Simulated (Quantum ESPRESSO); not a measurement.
# FeClO: parallel and opposed starts, part 2 of 3

Wanted: the moments of FeClO and the energy of each order that was tried.

Quantum ESPRESSO 7.5; LDA with U = 4.5 eV on Fe d (ortho-atomic projectors); plane waves with GBRV 1.5 LDA potentials, no spin-orbit coupling.

So far, absolute magnetization (μB): step 2 (start 1: ferro ++) 10.0.

**3. Start 2: antiferro +−**

Contents of pw.in:

```
&CONTROL
  calculation = 'scf'
  prefix = 'pwscf'
  outdir = './tmp'
  pseudo_dir = './pseudo'
  disk_io = 'nowf'
/
&SYSTEM
  ibrav = 0
  celldm(1) = 8
  nat = 6
  ntyp = 4
  ecutwfc = 40
  ecutrho = 280
  nbnd = 39
  occupations = 'smearing'
  smearing = 'fd'
  degauss = 0.00367493
  nspin = 2
  starting_magnetization(1) = 0.25
  starting_magnetization(2) = -0.25
  starting_magnetization(3) = 0
  starting_magnetization(4) = 0
/
&ELECTRONS
  conv_thr = 1.2d-08
  electron_maxstep = 150
  mixing_beta = 0.3
/
ATOMIC_SPECIES
Fe1    55.8450 fe_lda_v1.5.uspp.F.UPF
Fe2    55.8450 fe_lda_v1.5.uspp.F.UPF
Cl     35.4500 cl_lda_v1.4.uspp.F.UPF
O      15.9990 o_lda_v1.2.uspp.F.UPF
CELL_PARAMETERS alat
   0.7799844579393    0.0000000000000    0.0000000000000
   0.0000000000000    0.8928955938857    0.0000000000000
   0.0000000000000    0.0000000000000    1.8701202160828
ATOMIC_POSITIONS crystal
Fe1     0.5000000000    0.0000000000    0.1156800000
Fe2     0.0000000000    0.5000000000    0.8843200000
Cl      0.0000000000    0.0000000000    0.3300300000
Cl      0.5000000000    0.5000000000    0.6699700000
O       0.0000000000    0.0000000000    0.9516800000
O       0.5000000000    0.5000000000    0.0483200000
K_POINTS automatic
6 6 6 0 0 0
HUBBARD {ortho-atomic}
U Fe1-3d 4.5000
U Fe2-3d 4.5000
```

Run with:

```console
> OMP_NUM_THREADS=1 mpirun -n 4 pw.x -nk 4 -in pw.in > pw.out
```

Output:

```text
[banner, memory and clock lines left out]
Program PWSCF v.7.5 starts

     Message from routine setup:
     using ibrav=0 with symmetry is DISCOURAGED, use correct ibrav instead

     bravais-lattice index     =            0
     lattice parameter (alat)  =       8.0000  a.u.
     unit-cell volume          =     666.8469 (a.u.)^3
     number of atoms/cell      =            6
     number of atomic types    =            4
     number of electrons       =        58.00
     number of Kohn-Sham states=           39
     kinetic-energy cutoff     =      40.0000  Ry
     charge density cutoff     =     280.0000  Ry
     scf convergence threshold =      1.2E-08
     mixing beta               =       0.3000
     number of iterations used =            8  plain     mixing
     Exchange-correlation= SLA  PZ   NOGX NOGC
                           (   1   1   0   0   0   0   0)
     Hubbard projectors: ortho-atomic
     Hubbard parameters of DFT+U (Dudarev formulation) in eV:
     U(Fe1-3d) =  4.5000
     U(Fe2-3d) =  4.5000

     Internal variables: lda_plus_u =T, lda_plus_u_kind = 0

     Internal variables: orbital_resolved =F, hub_pot_fix =F, apply_U = F

     celldm(1)=   8.000000  celldm(2)=   0.000000  celldm(3)=   0.000000
     celldm(4)=   0.000000  celldm(5)=   0.000000  celldm(6)=   0.000000

     crystal axes: (cart. coord. in units of alat)
               a(1) = (   0.779984   0.000000   0.000000 )
               a(2) = (   0.000000   0.892896   0.000000 )
               a(3) = (   0.000000   0.000000   1.870120 )

     reciprocal axes: (cart. coord. in units 2 pi/alat)
               b(1) = (  1.282077  0.000000  0.000000 )
               b(2) = (  0.000000  1.119952  0.000000 )
               b(3) = (  0.000000  0.000000  0.534725 )

     PseudoPot. # 1 for Fe read from file:
     fe_lda_v1.5.uspp.F.UPF
     Pseudo is Ultrasoft + core correction, Zval = 16.0

     PseudoPot. # 2 for Fe read from file:
     fe_lda_v1.5.uspp.F.UPF
     Pseudo is Ultrasoft + core correction, Zval = 16.0

     PseudoPot. # 3 for Cl read from file:
     cl_lda_v1.4.uspp.F.UPF
     Pseudo is Ultrasoft + core correction, Zval =  7.0

     PseudoPot. # 4 for O  read from file:
     o_lda_v1.2.uspp.F.UPF
     Pseudo is Ultrasoft + core correction, Zval =  6.0

     atomic species   valence    mass     pseudopotential
     Fe1              16.00    55.84500     Fe( 1.00)
     Fe2              16.00    55.84500     Fe( 1.00)
     Cl                7.00    35.45000     Cl( 1.00)
     O                 6.00    15.99900     O ( 1.00)

     Starting magnetic structure
     atomic species   magnetization
     Fe1             0.250
     Fe2            -0.250
     Cl              0.000
     O               0.000

      4 Sym. Ops. (no inversion) found

   Cartesian axes

     site n.     atom                  positions (alat units)
         1        Fe1    tau(   1) = (   0.3899922   0.0000000   0.2163355  )
         2        Fe2    tau(   2) = (   0.0000000   0.4464478   1.6537847  )
         3        Cl     tau(   3) = (   0.0000000   0.0000000   0.6171958  )
         4        Cl     tau(   4) = (   0.3899922   0.4464478   1.2529244  )
         5        O      tau(   5) = (   0.0000000   0.0000000   1.7797560  )
         6        O      tau(   6) = (   0.3899922   0.4464478   0.0903642  )

     number of k points=    64  Fermi-Dirac smearing, width (Ry)=  0.0037
                       cart. coord. in units 2pi/alat
        k(    1) = (   0.0000000   0.0000000   0.0000000), wk =   0.0046296
        k(    2) = (   0.0000000   0.0000000   0.0891208), wk =   0.0092593
        k(    3) = (   0.0000000   0.0000000   0.1782417), wk =   0.0092593
        k(    4) = (   0.0000000   0.0000000  -0.2673625), wk =   0.0046296
        k(    5) = (   0.0000000   0.1866586   0.0000000), wk =   0.0092593
        [... 59 further k-points ...]

     Dense  grid:    52785 G-vectors     FFT dimensions: (  36,  40,  80)

     Smooth grid:    22817 G-vectors     FFT dimensions: (  25,  30,  64)

     Check: negative core charge=   -0.000025
     Generating pointlists ...
     new r_m :   0.1914 (alat units)  1.5308 (a.u.) for type    1
     new r_m :   0.1914 (alat units)  1.5308 (a.u.) for type    2
     new r_m :   0.2307 (alat units)  1.8456 (a.u.) for type    3
     new r_m :   0.1914 (alat units)  1.5308 (a.u.) for type    4

     Initial potential from superposition of free atoms

     starting charge      56.0000, renormalised to      58.0000

     negative rho (up, down):  1.494E-02 1.494E-02

     STARTING HUBBARD OCCUPATIONS:

     =================== HUBBARD OCCUPATIONS ===================
     ------------------------ ATOM    1 ------------------------
     Tr[ns(  1)] (up, down, total) =   5.00000  0.00000  5.00000
     Atomic magnetic moment for atom   1 =   5.00000
     [... lines left out ...]
     ------------------------ ATOM    2 ------------------------
     Tr[ns(  2)] (up, down, total) =   0.00000  5.00000  5.00000
     Atomic magnetic moment for atom   2 =  -5.00000
     [... lines left out ...]
     Number of occupied Hubbard levels =   10.0000

     Atomic wfc used for Hubbard projectors are orthogonalized

     Starting wfcs are   42 randomized atomic wfcs

     Self-consistent Calculation

     iteration #  1     ecut=    40.00 Ry     beta= 0.30
     Davidson diagonalization with overlap
     ethr =  1.00E-02,  avg # of iterations =  5.0

     =================== HUBBARD OCCUPATIONS ===================
     ------------------------ ATOM    1 ------------------------
     Tr[ns(  1)] (up, down, total) =   4.94429  0.34507  5.28936
     Atomic magnetic moment for atom   1 =   4.59922
     [... lines left out ...]
     ------------------------ ATOM    2 ------------------------
     Tr[ns(  2)] (up, down, total) =   0.34509  4.94420  5.28929
     Atomic magnetic moment for atom   2 =  -4.59912
     [... lines left out ...]
     Number of occupied Hubbard levels =   10.5787

     negative rho (up, down):  1.461E-02 1.461E-02

     total energy              =    -631.28608581 Ry
     estimated scf accuracy    <       1.55629308 Ry

     total magnetization       =     0.00 Bohr mag/cell
     absolute magnetization    =     9.62 Bohr mag/cell

     iteration #  2     ecut=    40.00 Ry     beta= 0.30
     Davidson diagonalization with overlap
     ethr =  2.68E-03,  avg # of iterations =  2.1

     negative rho (up, down):  1.438E-02 1.438E-02

     total energy              =    -631.58046493 Ry
     estimated scf accuracy    <       0.18381117 Ry

     total magnetization       =     0.00 Bohr mag/cell
     absolute magnetization    =     8.88 Bohr mag/cell

     [... further iterations left out ...]

     iteration # 12     ecut=    40.00 Ry     beta= 0.30
     Davidson diagonalization with overlap
     ethr =  2.37E-10,  avg # of iterations =  2.9

     negative rho (up, down):  1.386E-02 1.386E-02

     total energy              =    -631.61554428 Ry
     estimated scf accuracy    <       0.00000007 Ry

     total magnetization       =     0.00 Bohr mag/cell
     absolute magnetization    =     9.13 Bohr mag/cell

     iteration # 13     ecut=    40.00 Ry     beta= 0.30
     Davidson diagonalization with overlap
     ethr =  1.25E-10,  avg # of iterations =  2.0

     negative rho (up, down):  1.386E-02 1.386E-02

     Magnetic moment per site  (integrated on atomic sphere of radius R)
     atom   1 (R=0.191)  charge= 12.9080  magn=  3.8578
     atom   2 (R=0.191)  charge= 12.9080  magn= -3.8578
     atom   3 (R=0.231)  charge=  5.1283  magn=  0.1794
     atom   4 (R=0.231)  charge=  5.1283  magn= -0.1794
     atom   5 (R=0.191)  charge=  5.4074  magn= -0.0142
     atom   6 (R=0.191)  charge=  5.4074  magn=  0.0142

     End of self-consistent calculation

     =================== HUBBARD OCCUPATIONS ===================
     ------------------------ ATOM    1 ------------------------
     Tr[ns(  1)] (up, down, total) =   4.97374  0.77575  5.74949
     Atomic magnetic moment for atom   1 =   4.19799
     [... lines left out ...]
     ------------------------ ATOM    2 ------------------------
     Tr[ns(  2)] (up, down, total) =   0.77575  4.97374  5.74949
     Atomic magnetic moment for atom   2 =  -4.19800
     [... lines left out ...]
     Number of occupied Hubbard levels =   11.4990

     Number of k-points >= 100: set verbosity='high' to print the bands.

     the Fermi energy is     6.1413 ev

!    total energy              =    -631.61554430 Ry
     estimated scf accuracy    <          5.7E-09 Ry
     smearing contrib. (-TS)   =      -0.00000003 Ry
     internal energy E=F+TS    =    -631.61554427 Ry

     The total energy is F=E-TS. E is the sum of the following terms:
     one-electron contribution =    -660.35493618 Ry
     hartree contribution      =     347.70267767 Ry
     xc contribution           =     -90.69478339 Ry
     ewald contribution        =    -228.48034391 Ry
     Hubbard energy            =       0.21184154 Ry

     total magnetization       =    -0.00 Bohr mag/cell
     absolute magnetization    =     9.13 Bohr mag/cell

     convergence has been achieved in  13 iterations
```

The job ended after 40 s (4 MPI ranks of AMD EPYC 9R14 (Zen 4), shared host; peak memory 0.86 GiB).

Spin moment in the atom's sphere by atom:

```
atom  spin moment in the atom's sphere (μB)
 Fe1                                   3.86
 Fe2                                  -3.86
 Cl3                                   0.18
 Cl4                                  -0.18
  O5                                  -0.01
  O6                                   0.01
```

Numbers from this step:

```yaml
smearing_term_ts: 3.91e-7 eV
magnetization: 0 μB
absolute_magnetization: 9.132 μB
final_state: antiferromagnetic
```

**4. Energies of the orders**

An order is kept where moments of 0.15 μB or more survive with the typed signs; meshes match where a doubled cell samples the same k points as the first cell.

Orders:

```csv
start,final state,typed order kept,energy over the lowest (meV a seeded atom),largest site moment (μB),net moment (μB a cell of the first run),mesh matched,CPU time (s)
ferro ++,ferromagnetic,yes,46.16,3.887,10,yes,168.9
antiferro +-,antiferromagnetic,yes,0,3.858,0,yes,157.8
```

**5. The lowest state again, with its states saved**

Edit pw.in of step 3 so:

```diff
@@ -5,3 +5,3 @@
   pseudo_dir = './pseudo'
-  disk_io = 'nowf'
+  disk_io = 'low'
 /
@@ -14,3 +14,3 @@
   ecutrho = 280
-  nbnd = 39
+  nbnd = 43
   occupations = 'smearing'
```

Output:

```text
     [... lines left out ...]
Program PWSCF v.7.5 starts
     [... lines left out ...]
     number of atoms/cell      =            6
     [... lines left out ...]
     number of electrons       =        58.00
     number of Kohn-Sham states=           43
     kinetic-energy cutoff     =      40.0000  Ry
     charge density cutoff     =     280.0000  Ry
     scf convergence threshold =      1.2E-08
     [... lines left out ...]
      4 Sym. Ops. (no inversion) found
     [... lines left out ...]
     number of k points=    64  Fermi-Dirac smearing, width (Ry)=  0.0037
     [... lines left out ...]
     iteration # 13     ecut=    40.00 Ry     beta= 0.30
     [... lines left out ...]
     Magnetic moment per site  (integrated on atomic sphere of radius R)
     atom   1 (R=0.191)  charge= 12.9080  magn=  3.8578
     atom   2 (R=0.191)  charge= 12.9080  magn= -3.8578
     atom   3 (R=0.231)  charge=  5.1283  magn=  0.1794
     atom   4 (R=0.231)  charge=  5.1283  magn= -0.1794
     atom   5 (R=0.191)  charge=  5.4073  magn= -0.0141
     atom   6 (R=0.191)  charge=  5.4073  magn=  0.0141
     [... lines left out ...]
     Tr[ns(  1)] (up, down, total) =   4.97374  0.77577  5.74951
     [... lines left out ...]
     Tr[ns(  2)] (up, down, total) =   0.77577  4.97374  5.74951
     [... lines left out ...]
     the Fermi energy is     6.1413 ev
!    total energy              =    -631.61554430 Ry
     estimated scf accuracy    <          7.7E-09 Ry
     smearing contrib. (-TS)   =      -0.00000003 Ry
     [... lines left out ...]
     total magnetization       =    -0.00 Bohr mag/cell
     absolute magnetization    =     9.13 Bohr mag/cell
     convergence has been achieved in  13 iterations
```

It took 43 s on 4 MPI ranks; peak memory 0.77 GiB; 2.8 min of CPU time.

Numbers from this step:

- smearing term TS: 3.92e-7 eV
- magnetization: 0 μB
- absolute magnetization: 9.132 μB
- final state: antiferromagnetic
- largest moment: 3.858 μB

(Continued in part 3 of 3.)

[Logs and program files are shortened in this print: banners, set-up blocks, solver, clock and traceback lines can be left out without a mark of their own.]

[Logs are printed without paths, hosts, clocks, repeated set-up lines and the standing remarks that a program may print on its own settings, such as how far it seeks lower states.]

[Hosts, paths, dates, database ids (printed as entryN), source tags and the programs' standing remarks are cut or masked in the printed files.]

[Where a cell is said to come from a database of computed structures, the database is the Materials Project.]
